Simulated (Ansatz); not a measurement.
## Work function of Cu(100): what the settings cost and change

How far do cutoff, k-mesh and smearing move the work function of Cu(100)?

Program: Ansatz 0.2.0. Level of theory: plane-wave DFT, PBE, Ansatz PAW. Results are calculated unless marked as measured.

Experimental background.

For Cu (clean (100) face, a compiled value), “Anisotropic work function of elemental crystals” (2019, arxiv:1902.07811) quotes earlier work: work function (clean (100) face, a compiled value) 4.73 eV.

## 1. Starting point

The cell holds 7 atoms: 7 Cu. Its edges and angles: a = 2.553 Å, b = 2.553 Å, c = 28.830 Å, α = 90.0°, β = 90.0°, γ = 90.0°. Vacuum lies along c.

## 2. Slab, setting cutoff 200 eV

A work function rests on the faint tail of the density, so the SCF threshold is tight. The cutoff is raised first; then mesh and smearing are varied at the default cutoff.

Input file input.yaml:

```yaml
crystal:
  lattice:
    - [2.5526554801, 0.0, 0.0]
    - [0.0, 2.5526554801, 0.0]
    - [0.0, 0.0, 28.83]
  atoms:
    - { symbol: Cu, position: [0.0, 0.0, 0.3121748179] }
    - { symbol: Cu, position: [0.5, 0.5, 0.3747832119] }
    - { symbol: Cu, position: [0.0, 0.0, 0.437391606] }
    - { symbol: Cu, position: [0.5, 0.5, 0.5] }
    - { symbol: Cu, position: [0.0, 0.0, 0.562608394] }
    - { symbol: Cu, position: [0.5, 0.5, 0.6252167881] }
    - { symbol: Cu, position: [0.0, 0.0, 0.6878251821] }
kpoints:
  mp_grid: { grid: [16, 16, 1] }
hamiltonian:
  xc: pbe
scf:
  occupations: { method: fermi_dirac, width: 0.1 }
  convergence: { dr2_threshold: 1.0e-09 }
efield:
  axis: 3
  dipole_correction: true
  ramp_position: 0.97
  ramp_width: 0.06
basis:
  ecutwfc: "200 eV"
output:
  write_potential: true
  write_density: true
  volumetric_format: npy
  elf: true
```

Run with:

```
ansatz run input.yaml --threads 2 --pin off --max-ram 3072MiB --backend cpu --events-out ev --progress --plain --runs-dir out
```

Numbers of over 12 decimals in the logs are rounded to 6 here.

The program printed:

```text
Warning: basis.ecutwfc = 200 eV is below the records' recommended 420 eV, and the density's cutoff is lower with it unless basis.ecutrho_ratio is high enough to keep the records' density cutoff: compare with a run at a higher cutoff
Warning: basis.ecutrho_ratio 4 (ecutrho = 800 eV, dense FFT grid 12×12×135): the grid does not resolve the core-correction charge of Cu (measure 0.10 e/Å^2.5); warned from 0.08. The energy and each atom's force then go with where the atoms sit on the grid: [figures from the program's tests cut] If this deck is also warned that a cutoff or its ratio is below what is recommended, mend that before anything below. First try basis.xc_grid, which is 1 on this run (the dense grid itself), where it is not refused (2, then 3). Above 1 the core-correction charge is laid on the exchange–correlation grid, and this warning is never given, whether or not the level is enough: [rest of the remark cut]
Engine: ansatz 0.2.0, x86_64-unknown-linux-gnu
Pseudopotentials: kind: paw
Pseudopotential: Cu, paw, valence charge 19, recommended cutoff 420 eV (normal), Cu.paw.azcp
Functional definition: PBE
  parameter kappa = 0.804
  parameter beta = 0.066725
  exchange = pbe_x(kappa = kappa, mu = beta*pi^2/3)
  correlation = pbe_c(beta = beta)
Crystal: 7 atoms, lattice volume = 187.858 Å³
Basis set: ecut = 200 eV, 1171 PW (Γ)
Bands: 80, of which v1, the nominal top of the filled ones, is band 67 counted from 1 (66 counted from 0)
Symmetry: 8 space group operations
k-points: 45 of 256
Non-local potential: Cu, projectors of the file, l = 0: 3, l = 1: 2, l = 2: 3, l = 3: 1
PAW form: soft (Blöchl's): semilocal exchange-correlation on the pseudo side does not see the compensation charge
PAW one-centre angular grid: Cu, 590 points (default); XC on 64 Gauss nodes
Initial density: superposition of atomic densities (neutral atoms: chi_scale 0, normalization atom), corrected by the library's trained network
Initial wavefunctions: pseudopotential atomic-orbital guess
Functional: x = pbe(κ = 0.804, μ = 0.219515), c = pbe(β = 0.066725)
SCF iter   1: F=—  HF=-46287.225123 eV  |F-HF|=—  |Δ(HF+E_count)|=         —  Δρ=1.55e-1  dr2=1.81e1  ethr=1.77e-3  p=0.000 e·Å  D=1.98e-13 V/Å  ΔV_dip=-0.00 eV  dr2_dipole=2.14e-7  V_vac-E_F(+/−)=4.03/4.03 eV  ⟨swp⟩=7.5  Hψ=14590  notcnv=0  defer=68
efield: sawtooth ramp at fractional position 0.9700 (set: `efield.ramp_position`, or a place that a band, a saddle search or an elastic batch's reference lends), width 0.0600; the density the first Hamiltonian is built on has a dipole p = 0.000 e·Å; the dipole correction subtracts the counter field D = 1.98e-13 V/Å, which shifts the + side's vacuum level by -0.00 eV against the − side's; the planar-averaged density in the ramp window peaks in size at 6.2e-4 e/Å³
preconditioner: auto → LDOS  [metal: Δε(μ)=0.010 eV  Ē_g=8.251 eV  σ=0.100 eV  W_gap=0.03  n_scr=50 (ndim 8)  ℏωp=23.8 eV  f_vac=0.527  D(μ)=2.83/eV (n_scr^D=14)  β→1.0]
SCF iter   2: F=—  HF=-46319.332898 eV  |F-HF|=—  |Δ(HF+E_count)|=    3.21e1  Δρ=3.48e-1  dr2=1.16e2  ethr=1.77e-3  p=-0.000 e·Å  D=-2.72e-6 V/Å  ΔV_dip=0.00 eV  dr2_dipole=1.62e-8  V_vac-E_F(+/−)=5.22/5.23 eV  ⟨swp⟩=4.0  Hψ=12397  notcnv=0  defer=214  recentre
SCF iter   3: F=—  HF=-46269.006240 eV  |F-HF|=—  |Δ(HF+E_count)|=    5.03e1  Δρ=1.66e-2  dr2=4.94e-1  ethr=1.77e-3  p=-0.000 e·Å  D=-1.36e-5 V/Å  ΔV_dip=0.00 eV  dr2_dipole=5.62e-8  V_vac-E_F(+/−)=5.45/5.46 eV  ⟨swp⟩=3.0  Hψ=9570  notcnv=0  defer=226
SCF iter   4: F=—  HF=-46269.445015 eV  |F-HF|=—  |Δ(HF+E_count)|=   4.39e-1  Δρ=6.95e-2  dr2=6.42e0  ethr=3.72e-4  p=0.000 e·Å  D=1.41e-5 V/Å  ΔV_dip=-0.00 eV  dr2_dipole=2.41e-6  V_vac-E_F(+/−)=3.99/4.00 eV  ⟨swp⟩=3.0  Hψ=8007  notcnv=0  defer=216
SCF iter   5: F=—  HF=-46268.232685 eV  |F-HF|=—  |Δ(HF+E_count)|=    1.21e0  Δρ=1.61e-2  dr2=2.74e-1  ethr=3.72e-4  p=0.000 e·Å  D=3.37e-5 V/Å  ΔV_dip=-0.00 eV  dr2_dipole=1.76e-6  V_vac-E_F(+/−)=5.11/5.12 eV  ⟨swp⟩=2.8  Hψ=7700  notcnv=0  defer=203
SCF iter   6: F=—  HF=-46268.165351 eV  |F-HF|=—  |Δ(HF+E_count)|=   6.73e-2  Δρ=1.65e-3  dr2=3.32e-3  ethr=2.06e-4  p=0.000 e·Å  D=1.66e-5 V/Å  ΔV_dip=-0.00 eV  dr2_dipole=9.89e-8  V_vac-E_F(+/−)=5.18/5.19 eV  ⟨swp⟩=2.0  Hψ=5487  notcnv=0  defer=206
SCF iter   7: F=—  HF=-46268.164618 eV  |F-HF|=—  |Δ(HF+E_count)|=   7.33e-4  Δρ=4.58e-4  dr2=2.84e-4  ethr=2.50e-6  p=0.000 e·Å  D=4.06e-6 V/Å  ΔV_dip=-0.00 eV  dr2_dipole=4.58e-9  V_vac-E_F(+/−)=5.20/5.21 eV  ⟨swp⟩=2.1  Hψ=5609  notcnv=0  defer=206
SCF iter   8: F=—  HF=-46268.165033 eV  |F-HF|=—  |Δ(HF+E_count)|=   4.15e-4  Δρ=2.37e-4  dr2=6.43e-5  ethr=2.14e-7  p=-0.000 e·Å  D=-2.17e-6 V/Å  ΔV_dip=0.00 eV  dr2_dipole=4.14e-10  V_vac-E_F(+/−)=5.21/5.22 eV  ⟨swp⟩=2.1  Hψ=6489  notcnv=0  defer=206
SCF iter   9: F=—  HF=-46268.165047 eV  |F-HF|=—  |Δ(HF+E_count)|=   1.36e-5  Δρ=9.71e-5  dr2=1.30e-5  ethr=4.83e-8  p=0.000 e·Å  D=3.12e-7 V/Å  ΔV_dip=-0.00 eV  dr2_dipole=4.21e-11  V_vac-E_F(+/−)=5.22/5.22 eV  ⟨swp⟩=2.0  Hψ=4940  notcnv=0  defer=206
SCF iter  10: F=—  HF=-46268.165045 eV  |F-HF|=—  |Δ(HF+E_count)|=   1.34e-6  Δρ=3.24e-5  dr2=1.61e-6  ethr=9.79e-9  p=-0.000 e·Å  D=-4.60e-7 V/Å  ΔV_dip=0.00 eV  dr2_dipole=1.37e-10  V_vac-E_F(+/−)=5.22/5.23 eV  ⟨swp⟩=2.0  Hψ=5108  notcnv=0  defer=206
SCF iter  11: F=—  HF=-46268.165010 eV  |F-HF|=—  |Δ(HF+E_count)|=   3.56e-5  Δρ=6.67e-6  dr2=5.22e-8  ethr=1.21e-9  p=0.000 e·Å  D=5.07e-7 V/Å  ΔV_dip=-0.00 eV  dr2_dipole=3.90e-13  V_vac-E_F(+/−)=5.22/5.23 eV  ⟨swp⟩=2.0  Hψ=5313  notcnv=0  defer=206
SCF iter  12: F=—  HF=-46268.165010 eV  |F-HF|=—  |Δ(HF+E_count)|=   8.75e-9  Δρ=1.76e-6  dr2=3.60e-9  ethr=3.92e-11  p=0.000 e·Å  D=1.07e-7 V/Å  ΔV_dip=-0.00 eV  dr2_dipole=3.95e-12  V_vac-E_F(+/−)=5.22/5.23 eV  ⟨swp⟩=2.7  Hψ=6189  notcnv=0  defer=206
SCF iter  13: F=-46268.165010 eV  HF=-46268.165010 eV  |F-HF|=5.09e-10  |Δ(HF+E_count)|=   3.59e-9  Δρ=8.89e-7  dr2=9.95e-10  ethr=1.00e-12  p=0.000 e·Å  D=5.70e-8 V/Å  ΔV_dip=-0.00 eV  dr2_dipole=8.34e-14  V_vac-E_F(+/−)=5.22/5.23 eV  ⟨swp⟩=11.0  Hψ=12401  notcnv=0
WARN: efield: at this solve's end the planar-averaged density reaches 7.64e-4 e/Å³ inside the ramp window [0.9353, 0.0647] (bound 1e-5 e/Å³), and -4.71e-4 e/Å³ on another of its planes; by the running means of the window's planes the mean density over a ramp is at most 2.50e-4 e/Å³, which is held to the bound (the quickstart, § The vacuum guard, A window that rings); the window's nearer edge stands 7.14 Å from this solve's nearest atom along the axis. Its work functions, free energy, forces, stress, dipole, levels and responses can be off, and this figure does not tell by how much. The cell may have no vacuum along `efield.axis`. [rest of the remark cut]
SCF 1 converged in 13 iterations: F = -46268.165010 eV  dr2 = 9.95e-10
  greatest PAW one-centre occupation: 1.020 electrons in one spin orbital (limit 2), on the Cu atom at site 6 (counted from 0), in its partial waves of l = 1
WARN: The output density's exchange-correlation potential varies sharply where the density is thin. Do not read a vacuum level from v_tot or v_xc, or from such a field of the output density. On a cell that repeats whose density bears no net charge and no dipole along the vacuum's axis use v_es (v_loc + v_h of the components); under efield.dipole_correction with no amplitude use v_es + v_field, which holds any externa [...]
SCF converged after 13 iterations
Free energy (F): -46268.165010 eV
Harris-Foulkes:  -46268.165010 eV  (|F-HF|=5.09e-10)
Internal energy: -46268.109463 eV  (E = F + TS)
E sigma→0 (E₀):  -46268.137236 eV
Entropy (-TS):   -0.055546 eV (-7.935 meV/atom)
Fermi energy:    4.227171 eV
Dipole field:    D = 0.000000 V/Å  (p = 0.000000 e·Å, saw-weighted, corrected)
Work function:   Φ+ = 5.2174 eV (in doubt: plateau slope 5.8e-2 eV/Å)   Φ− = 5.2267 eV (in doubt: plateau slope 5.2e-2 eV/Å)
Levels:          The Fermi level and band energies are counted from a zero that moves with the ramp; work functions are not
Vacuum region:   at the solve's end the planar-averaged density reaches 7.64e-4 e/Å³ inside the ramp window [0.9353, 0.0647] (bound 1e-5 e/Å³), and -4.71e-4 e/Å³ on another of its planes; by the running means of the window's planes the mean density over a ramp is at most 2.50e-4 e/Å³, which is held to the bound (the quickstart, § The vacuum guard, A window that rings)
--- Per-component energies (eV) ---
  E_band       = -4351.718954
  E_kinetic    = 2261.781589
  E_local      = -405619.783151  (includes V_loc(G=0)·N_el)
  E_nonlocal   = 3379.621642
  E_hartree    = 200468.924507
  E_xc         = -621.283679
  E_vxc        = -800.915879  (∫ρ·V_xc dr)
  E_paw        = -12280.456465  (= ΣΔE_a)
  E_vpaw       = -4510.238937  (= ΣTr[D̂ρ^β])
  E_aug_tail   = -0.034142  (compensation charges beyond the density's cutoff)
  E_efield     = 0.000000  (sawtooth field / dipole correction)
  E_vefield    = 0.000000  (∫n·V_field dr)
  E_ewald      = 166143.120236
  E_smearing   = -0.055546  (= −TS)
  E_closure    = 0.000000  (closes the sum)
  Σ components = -46268.165010   (vs F -46268.165010, Δ=0.00e0)
--- Band table (eV; the first three rows and the last of 45) ---
  k-point 0: bands = [... 63 lower, 1.3095, 1.3095, 1.3360, 1.3819, 1.7627, 3.3576, 4.9806, 6.1539, ... 9 higher]
  k-point 1: bands = [... 63 lower, 1.2769, 1.3055, 1.3421, 1.4019, 1.9126, 3.4846, 5.1159, 6.3349, ... 9 higher]
  k-point 2: bands = [... 63 lower, 1.2544, 1.3004, 1.3732, 1.4251, 2.2556, 3.8658, 5.5226, 6.8010, ... 9 higher]
  k-point 44: bands = [... 63 lower, 7.1956, 7.1956, 8.1815, 8.1815, 9.5037, 9.5037, 11.1241, 11.1241, ... 9 higher]
```

Elapsed: 22 s, on 2 threads of Intel Xeon 6975P-C (Granite Rapids), shared host; peak memory 0.54 GiB.

The column dr2 measures how far the density is from self-consistency, as an energy; F and HF (Harris–Foulkes) agree once it is small.

Numbers from this step:

- energy at zero smearing: -46268.1372 eV
- work function, upper face: 5.217 eV

Running mean over 1.805 Å of the planar mean; the ramp of the sawtooth is left out. The electron's electrostatic potential energy less the Fermi level by z:

| z (Å) | electron's electrostatic potential energy less the Fermi level (eV) |
| --- | --- |
| 4 | 5.03 |
| 5 | 4.89 |
| 6 | 4.67 |
| 7 | 4.02 |
| 8 | -1.23 |
| 9 | -7.50 |
| 10 | -7.77 |
| 11 | -7.81 |
| 12 | -7.78 |
| 13 | -7.78 |
| 14 | -7.79 |
| 15 | -7.79 |
| 16 | -7.78 |
| 17 | -7.78 |
| 18 | -7.81 |
| 19 | -7.76 |
| 20 | -7.15 |
| 21 | 0.304 |
| 22 | 4.22 |
| 23 | 4.71 |
| 24 | 4.91 |
| 25 | 5.05 |

Electrostatic potential energy in the ca plane at fractional y = 0.000, with atoms of Cu within 0.2 Å of it. With pseudopotentials it is smooth inside the atoms' cores, unlike the true potential.

Ten even steps from '0' (-47 eV) to '9' (9 eV), each cell a mean:
```
00389999720038999962003899996100489999999999
22589999852268999985236899998423699999999999
77899999987789999998778999999878899999999999
88999999998999999999899999999989999999999999
88899999988889999998889999999888999999999999
44799999874579999986457999998645799999999999
00389999730048999972004899997201489999999999
00279999610027999961003899996100389999999999
```
Columns run along c (16.0 Å, from fractional 0.31 to 0.86 of the cell; values clipped at the 3rd and 97th percentile), rows up along a (2.6 Å). Atoms in or near the plane, at fractional coordinates: Cu at (0.31, 0.00), Cu at (0.44, 0.00), Cu at (0.56, 0.00), Cu at (0.69, 0.00).

Valence density in the ca plane at fractional y = 0.000, with atoms of Cu within 0.2 Å of it. It is the smooth field of the valence electrons, not physical close to the nuclei.

Values in e/Å³, 5 rows by 16 columns, each cell a mean:
```
14  0  0  9  7  0  1 15  1  0  4 12  0  0  0  0
 1  0  0  1  1  0  0  1  0  0  0  1  0  0  0  0
 0  0  0  0  0  0  0  0  0  0  0  0  0  0  0  0
 3  0  0  2  2  0  0  3  0  0  1  3  0  0  0  0
28  1  0 17 13  0  1 28  2  0  8 22  0  0  0  0
```
Columns run along c (16.0 Å, from fractional 0.31 to 0.86 of the cell), rows up along a (2.6 Å). Atoms in or near the plane, at fractional coordinates: Cu at (0.31, 0.00), Cu at (0.44, 0.00), Cu at (0.56, 0.00), Cu at (0.69, 0.00).

ELF in the ca plane at fractional y = 0.000, with atoms of Cu within 0.2 Å of it. It is the smooth field of the valence electrons, not physical close to the nuclei.

Values, 5 rows by 16 columns, each cell a mean:
```
0.44 0.18 0.19 0.33 0.28 0.20 0.17 0.44 0.18 0.21 0.24 0.38 0.06 0.00 0.00 0.00
0.15 0.23 0.24 0.15 0.16 0.23 0.23 0.15 0.21 0.23 0.17 0.14 0.05 0.00 0.00 0.00
0.14 0.25 0.20 0.18 0.20 0.19 0.25 0.12 0.26 0.16 0.23 0.14 0.06 0.00 0.00 0.00
0.22 0.22 0.25 0.19 0.18 0.25 0.21 0.23 0.20 0.26 0.17 0.20 0.05 0.00 0.00 0.00
0.60 0.15 0.14 0.44 0.37 0.15 0.15 0.61 0.17 0.16 0.29 0.51 0.06 0.00 0.00 0.00
```
Columns run along c (16.0 Å, from fractional 0.31 to 0.86 of the cell), rows up along a (2.6 Å). Atoms in or near the plane, at fractional coordinates: Cu at (0.31, 0.00), Cu at (0.44, 0.00), Cu at (0.56, 0.00), Cu at (0.69, 0.00).

The work function is 5.217 eV. The program marks this work function as in doubt.

## 3. Slab

input.yaml: that of step 2 with these lines changed.

```diff
@@ -26,3 +26,3 @@
 basis:
-  ecutwfc: "200 eV"
+  ecutwfc: "300 eV"
 output:
@@ -31,2 +31 @@
   volumetric_format: npy
-  elf: true
```

The program printed:

```text
[...]
Crystal: 7 atoms, lattice volume = 187.858 Å³
Basis set: ecut = 300 eV, 2165 PW (Γ)
Bands: 80, of which v1, the nominal top of the filled ones, is band 67 counted from 1 (66 counted from 0)
Symmetry: 8 space group operations
k-points: 45 of 256
[...]
k-point 0: bands = [... 63 lower, 3.2613, 3.3541, 3.3541, 3.3784, 3.3801, 3.7332, 5.1971, 6.0936, ... 9 higher]
  k-point 1: bands = [... 63 lower, 3.2145, 3.2755, 3.3028, 3.3386, 3.3638, 3.9729, 5.3822, 6.3091, ... 9 higher]
  k-point 2: bands = [... 63 lower, 3.2426, 3.2484, 3.3309, 3.3381, 3.3573, 4.4372, 5.8568, 6.8734, ... 9 higher]
  k-point 44: bands = [... 63 lower, 6.7833, 6.7833, 7.8769, 7.8769, 9.3180, 9.3180, 10.9885, 10.9885, ... 9 higher]
[key lines of the parts left out:]
SCF converged after 13 iterations
Free energy (F): -46373.155512 eV
Fermi energy:    4.855051 eV
Dipole field:    D = -0.000000 V/Å  (p = -0.000000 e·Å, saw-weighted, corrected)
Work function:   Φ+ = 4.5423 eV   Φ− = 4.5425 eV
```

Wall time 42 s (2 threads); peak memory 0.71 GiB; 82 s of CPU time.

The work function is 4.542 eV, -0.675 eV from the run “cutoff 200 eV”, at 1.9 times its CPU time.

## 4. Run

input.yaml: that of step 3 with these lines changed.

```diff
@@ -26,3 +26,3 @@
 basis:
-  ecutwfc: "300 eV"
+  ecutwfc: "420 eV"
 output:
```

The program printed:

```text
[...]
Crystal: 7 atoms, lattice volume = 187.858 Å³
Basis set: ecut = 420 eV, 3701 PW (Γ)
Bands: 80, of which v1, the nominal top of the filled ones, is band 67 counted from 1 (66 counted from 0)
Symmetry: 8 space group operations
k-points: 45 of 256
[...]
k-point 0: bands = [... 63 lower, 3.3434, 3.4243, 3.4243, 3.4306, 3.4315, 3.7485, 5.2053, 6.0878, ... 9 higher]
  k-point 1: bands = [... 63 lower, 3.2939, 3.3583, 3.3806, 3.4176, 3.4468, 3.9999, 5.3957, 6.3068, ... 9 higher]
  k-point 2: bands = [... 63 lower, 3.3259, 3.3308, 3.3945, 3.4153, 3.4379, 4.4634, 5.8714, 6.8697, ... 9 higher]
  k-point 44: bands = [... 63 lower, 6.7574, 6.7574, 7.8564, 7.8564, 9.3018, 9.3018, 10.9718, 10.9718, ... 9 higher]
[key lines of the parts left out:]
SCF converged after 12 iterations
Free energy (F): -46375.036908 eV
Fermi energy:    4.881308 eV
Dipole field:    D = 0.000000 V/Å  (p = 0.000000 e·Å, saw-weighted, corrected)
Work function:   Φ+ = 4.5405 eV   Φ− = 4.5405 eV
```

Wall time 56 s (2 threads); peak memory 0.96 GiB; 1.8 min of CPU time.

The work function is 4.541 eV, -0.677 eV from the run “cutoff 200 eV”, at 2.5 times its CPU time.

## 5. Run

input.yaml: that of step 4 with these lines changed.

```diff
@@ -26,3 +26,3 @@
 basis:
-  ecutwfc: "420 eV"
+  ecutwfc: "600 eV"
 output:
```

The program printed:

```text
[...]
Crystal: 7 atoms, lattice volume = 187.858 Å³
Basis set: ecut = 600 eV, 6171 PW (Γ)
Bands: 80, of which v1, the nominal top of the filled ones, is band 67 counted from 1 (66 counted from 0)
Symmetry: 8 space group operations
k-points: 45 of 256
[...]
k-point 0: bands = [... 63 lower, 3.3414, 3.4224, 3.4224, 3.4287, 3.4297, 3.7476, 5.2042, 6.0868, ... 9 higher]
  k-point 1: bands = [... 63 lower, 3.2921, 3.3564, 3.3787, 3.4158, 3.4449, 3.9987, 5.3946, 6.3058, ... 9 higher]
  k-point 2: bands = [... 63 lower, 3.3240, 3.3289, 3.3930, 3.4134, 3.4360, 4.4622, 5.8702, 6.8684, ... 9 higher]
  k-point 44: bands = [... 63 lower, 6.7567, 6.7567, 7.8554, 7.8554, 9.3005, 9.3005, 10.9704, 10.9704, ... 9 higher]
[key lines of the parts left out:]
SCF converged after 12 iterations
Free energy (F): -46375.059484 eV
Fermi energy:    4.879955 eV
Dipole field:    D = -0.000000 V/Å  (p = -0.000000 e·Å, saw-weighted, corrected)
Work function:   Φ+ = 4.5401 eV   Φ− = 4.5401 eV
```

The job ended after 91 s (2 threads; peak memory 1.4 GiB).

The work function is 4.540 eV, -0.000 eV from the run “cutoff 420 eV”, at 1.6 times its CPU time.

## 6. Slab

input.yaml: that of step 5 with these lines changed.

```diff
@@ -14,3 +14,3 @@
 kpoints:
-  mp_grid: { grid: [16, 16, 1] }
+  mp_grid: { grid: [3, 3, 1] }
 hamiltonian:
@@ -25,4 +25,2 @@
   ramp_width: 0.06
-basis:
-  ecutwfc: "600 eV"
 output:
```

The program printed:

```text
[...]
Crystal: 7 atoms, lattice volume = 187.858 Å³
Basis set: ecut = 420 eV, 3701 PW (Γ)
Bands: 80, of which v1, the nominal top of the filled ones, is band 67 counted from 1 (66 counted from 0)
Symmetry: 8 space group operations
k-points: 3 of 9
[...]
Work function:   Φ+ = 4.5224 eV   Φ− = 4.5224 eV
[...]
--- Band table (eV) ---
  k-point 0: bands = [... 63 lower, 3.5502, 3.5884, 3.5884, 3.6947, 3.6949, 3.8297, 5.2975, 6.1727, ... 9 higher]
  k-point 1: bands = [... 63 lower, 3.4418, 3.5830, 3.5905, 3.6098, 4.8528, 6.4951, 7.9335, 8.9687, ... 9 higher]
  k-point 2: bands = [... 63 lower, 3.5746, 4.2399, 5.0897, 6.1849, 7.5793, 9.2759, 9.2794, 10.1770, ... 9 higher]
[key lines of the parts left out:]
SCF converged after 14 iterations
Free energy (F): -46375.879182 eV
Fermi energy:    4.783450 eV
Dipole field:    D = 0.000000 V/Å  (p = 0.000000 e·Å, saw-weighted, corrected)
```

The job ended after 5.6 s (2 threads; peak memory 0.47 GiB; 9.3 s of CPU time).

The work function is 4.522 eV, -0.018 eV from the run “cutoff 420 eV”, at 0.085 times its CPU time.

(Part 1 of 2 ends here.)

[Logs are printed without paths, hosts, clocks, repeated set-up lines and the standing remarks that a program may print on its own settings, such as how far it seeks lower states.]

[Hosts, paths, dates, database ids (printed as entryN), source tags and the programs' standing remarks are cut or masked in the printed files.]

[Maps of the electrostatic potential energy from Ansatz leave out the sawtooth potential of an applied field or a dipole correction, so their vacuum need not be flat; planar profiles and work functions include it.]
